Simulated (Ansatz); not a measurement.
**K on Ir(111): change of the work function**

Wanted: Δφ(θ) for K/Ir(111), starting from the fcc site.

Method: plane-wave DFT, PBE, Ansatz PAW, in Ansatz 0.2.0.

The raw output is cut from this account; settings, times and results stay.

### 1. The structure

The cell holds 4 atoms: 4 Ir. Its edges and angles: a = 2.715 Å, b = 2.715 Å, c = 24.651 Å, α = 90.0°, β = 90.0°, γ = 60.0°. Vacuum lies along c.

### 2. The clean slab

The bare slab comes first, as the zero from which every change is counted. The two lowest layers are held at bulk places and the upper ones relax. The dipole correction removes the false field that a one-sided slab makes across the periodic vacuum, so each face gets a flat vacuum level of its own.

input.yaml

```yaml
crystal:
  lattice:
    - [2.7152900398, 0.0, 0.0]
    - [1.3576450199, 2.3515101531, 0.0]
    - [0.0, 0.0, 24.6510751011]
  atoms:
    - { symbol: Ir, position: [0.0, 0.0, 0.3650956383] }
    - { symbol: Ir, position: [0.3333333333, 0.3333333333, 0.4550318794] }
    - { symbol: Ir, position: [0.6666666667, 0.6666666667, 0.5449681206] }
    - { symbol: Ir, position: [0.0, 0.0, 0.6349043617] }
kpoints:
  mp_grid: { grid: [12, 12, 1] }
hamiltonian:
  xc: pbe
scf:
  occupations: { method: fermi_dirac, width: 0.1 }
  convergence: { dr2_threshold: 1.0e-08 }
efield:
  axis: 3
  dipole_correction: true
  ramp_position: 0.97
  ramp_width: 0.06
relax:
  f_tol: 0.02
  max_steps: 60
  constraints: [{ sites: [0, 1] }]
output:
  write_potential: true
  write_density: true
  volumetric_format: npy
```

Started as:

```bash
$ ansatz run input.yaml --threads 4 --pin off --max-ram 16384MiB --backend cpu --events-out ev --progress --plain --runs-dir out
```

Elapsed: 16 s, on 4 threads of Arm Neoverse N1, shared host; peak memory 0.46 GiB; 61 s of CPU time.

The steps of the relaxation:

```
step  energy less that of the first step (eV)  largest force component (eV/Å)
   1                                   0.0000                          0.1352
   2                                   0.0012                          0.2063
   3                                  -0.0009                          0.0028
```

Relaxation step 2 was tried and not accepted.

Forces are held to the 6 operations that the program found; a distortion that breaks them can't arise in this run.

The atoms that moved most (Å):

```
atom     dx     dy      dz  length
 Ir4  0.000  0.000  -0.016   0.016
```

Final coordinates:

```xyz
4
Lattice="2.7153 0.0000 0.0000 1.3576 2.3515 0.0000 0.0000 0.0000 24.6511" Properties=species:S:1:pos:R:3
Ir    0.0000    0.0000    9.0000
Ir    1.3576    0.7838   11.2170
Ir    2.7153    1.5677   13.4315
Ir    0.0000    0.0000   15.6353
```

Numbers from this step:

| Item | Value |
| --- | --- |
| energy at zero smearing | -47739.4651 eV |
| work function, upper face | 5.486 eV |
| dipole along the normal | 2.68e-4 e·Å |

Running mean over 2.217 Å of the planar mean; the ramp of the sawtooth is left out. Table of electron's electrostatic potential energy less the Fermi level by z:

```
z (Å)  electron's electrostatic potential energy less the Fermi level (eV)
    4                                                                 5.49
    5                                                                 5.49
    6                                                                 5.42
    7                                                                 4.28
    8                                                                -5.49
    9                                                                -12.7
   10                                                                -13.3
   11                                                                -13.5
   12                                                                -13.6
   13                                                                -13.6
   14                                                                -13.6
   15                                                                -13.3
   16                                                                -11.7
   17                                                               -0.753
   18                                                                 5.04
   19                                                                 5.46
   20                                                                 5.48
   21                                                                 5.49
```

The relaxation took 3 steps and lowered the energy by 9.4e-4 eV; the largest force on the free atoms ends at 0.0028 eV/Å.

The work function of the upper face is 5.49 eV.

### 3. Adsorbate added, k-mesh 4×4×1, coverage 0.111 ML

System of this step: KIr36 (K/Ir(111)). The cell holds 37 atoms: 36 Ir and 1 K. Its edges and angles: a = 8.146 Å, b = 8.146 Å, c = 27.813 Å, α = 90.0°, β = 90.0°, γ = 60.0°. Vacuum lies along c.

The clean slab as it ended is repeated in the plane and the adsorbate is set on one face; the cell's size fixes the coverage, and the k-mesh shrinks with it to keep the sampling density about even. Adsorbate and upper layers relax, since the dipole depends on the height.

input.yaml

```yaml
crystal:
  lattice:
    - [8.1458701194, 0.0, 0.0]
    - [4.0729350597, 7.0545304593, 0.0]
    - [0.0, 0.0, 27.8128080558]
  atoms:
    - { symbol: Ir, position: [0.0, 0.0, 0.3235919215] }
    - { symbol: Ir, position: [0.1111111111, 0.1111111111, 0.4033042982] }
    - { symbol: Ir, position: [0.2222222222, 0.2222222222, 0.4829238796] }
    - { symbol: Ir, position: [0.0, 0.0, 0.5621612478] }
    - { symbol: Ir, position: [0.0, 0.3333333333, 0.3235919215] }
    - { symbol: Ir, position: [0.1111111111, 0.4444444444, 0.4033042982] }
    - { symbol: Ir, position: [0.2222222222, 0.5555555556, 0.4829238796] }
    - { symbol: Ir, position: [0.0, 0.3333333333, 0.5621612478] }
[... 25 atom lines left out ...]
    - { symbol: Ir, position: [0.7777777778, 0.7777777778, 0.4033042982] }
    - { symbol: Ir, position: [0.8888888889, 0.8888888889, 0.4829238796] }
    - { symbol: Ir, position: [0.6666666667, 0.6666666667, 0.5621612478] }
    - { symbol: K, position: [0.1111111111, 0.1111111111, 0.6764080785] }
kpoints:
  mp_grid: { grid: [4, 4, 1] }
hamiltonian:
  xc: pbe
scf:
  occupations: { method: fermi_dirac, width: 0.1 }
  convergence: { dr2_threshold: 1.0e-08 }
efield:
  axis: 3
  dipole_correction: true
  ramp_position: 0.97
  ramp_width: 0.06
relax:
  f_tol: 0.02
  max_steps: 60
  constraints:
    - { sites: [0, 1, 4, 5, 8, 9, 12, 13, 16, 17, 20, 21, 24, 25, 28, 29, 32, 33] }
output:
  write_potential: true
  write_density: true
  volumetric_format: npy
```

Run time: 14 min. Hardware: 4 threads; peak memory 9.9 GiB.

Relaxation path:

```
step  energy less that of the first step (eV)  largest force component (eV/Å)
   1                                   0.0000                          0.6590
   2                                  -0.0625                          0.4413
   3                                  -0.1050                          0.0831
   4                                  -0.1064                          0.0160
```

The run keeps the 6 symmetry operations that the program found, so distortions that break them were not tested.

The atoms that moved most (Å):

```
atom      dx      dy      dz  length
 K37   0.000   0.000  -0.276   0.276
Ir20   0.000   0.000   0.013   0.013
Ir24   0.000   0.000   0.013   0.013
Ir32   0.000   0.000   0.013   0.013
 Ir4  -0.010  -0.006   0.002   0.012
Ir16   0.010  -0.006   0.002   0.012
 Ir8   0.000   0.012   0.002   0.012
Ir12   0.000   0.000   0.008   0.008
```

The relaxed structure:

```xyz
37
Lattice="8.1459 0.0000 0.0000 4.0729 7.0545 0.0000 0.0000 0.0000 27.8128" Properties=species:S:1:pos:R:3
Ir    0.0000    0.0000    9.0000
Ir    1.3576    0.7838   11.2170
Ir    2.7145    1.5672   13.4353
Ir   -0.0101   -0.0059   15.6368
Ir    1.3576    2.3515    9.0000
Ir    2.7153    3.1353   11.2170
Ir    4.0738    3.9187   13.4381
Ir    1.3576    2.3632   15.6368
Ir    2.7153    4.7030    9.0000
Ir    4.0729    5.4869   11.2170
Ir    5.4306    6.2716   13.4353
Ir    2.7149    4.7033   15.6433
Ir    2.7153    0.0000    9.0000
Ir    4.0729    0.7838   11.2170
Ir    5.4306    1.5686   13.4381
Ir    2.7254   -0.0059   15.6368
Ir    4.0729    2.3515    9.0000
Ir    5.4306    3.1353   11.2170
Ir    6.7874    3.9187   13.4381
Ir    4.0726    2.3513   15.6480
Ir    5.4306    4.7030    9.0000
Ir    6.7882    5.4869   11.2170
Ir    8.1475    6.2697   13.4316
Ir    5.4306    4.7035   15.6480
Ir    5.4306    0.0000    9.0000
Ir    6.7882    0.7838   11.2170
Ir    8.1466    1.5672   13.4353
Ir    5.4306   -0.0005   15.6433
Ir    6.7882    2.3515    9.0000
Ir    8.1459    3.1353   11.2170
Ir    9.5035    3.9211   13.4316
Ir    6.7886    2.3513   15.6480
Ir    8.1459    4.7030    9.0000
Ir    9.5035    5.4869   11.2170
Ir   10.8595    6.2697   13.4316
Ir    8.1463    4.7033   15.6433
K     1.3576    0.7838   18.5363
```

Numbers from this step:

| Item | Value |
| --- | --- |
| energy at zero smearing | -431194.6745 eV |
| work function, upper face | 2.139 eV |
| work function, lower face | 5.503 eV |
| dipole along the normal | 1.068 e·Å |
| step between the vacuum levels | -3.364 eV |

Running mean over 2.217 Å of the planar mean; the ramp of the sawtooth is left out. Electron's electrostatic potential energy less the Fermi level against z:

```
z (Å)  electron's electrostatic potential energy less the Fermi level (eV)
    4                                                                 5.50
    5                                                                 5.50
    6                                                                 5.43
    7                                                                 4.27
    8                                                                -5.49
    9                                                                -12.7
   10                                                                -13.3
   11                                                                -13.5
   12                                                                -13.6
   13                                                                -13.6
   14                                                                -13.5
   15                                                                -13.3
   16                                                                -11.8
   17                                                                -1.67
   18                                                                 2.35
   19                                                                 1.68
   20                                                                 1.95
   21                                                                 2.13
   22                                                                 2.14
   23                                                                 2.14
   24                                                                 2.14
```

The relaxation took 4 steps and lowered the energy by 0.11 eV; the largest force on the free atoms ends at 0.016 eV/Å.

The covered face has 2.14 eV, -3.35 eV against the clean one; the bare back face has moved by +0.01 eV, a measure of how thin the slab is.

(Part 1 of 2 ends here.)

[Long decimals in the printed logs are rounded to 6 places.]

[Logs are printed without paths, hosts, clocks, repeated set-up lines and the standing remarks that a program may print on its own settings, such as how far it seeks lower states.]

[Hosts, paths, dates, database ids (printed as entryN), source tags and the programs' standing remarks are cut or masked in the printed files.]

[Maps of the electrostatic potential energy from Ansatz leave out the sawtooth potential of an applied field or a dipole correction, so their vacuum need not be flat; planar profiles and work functions include it.]
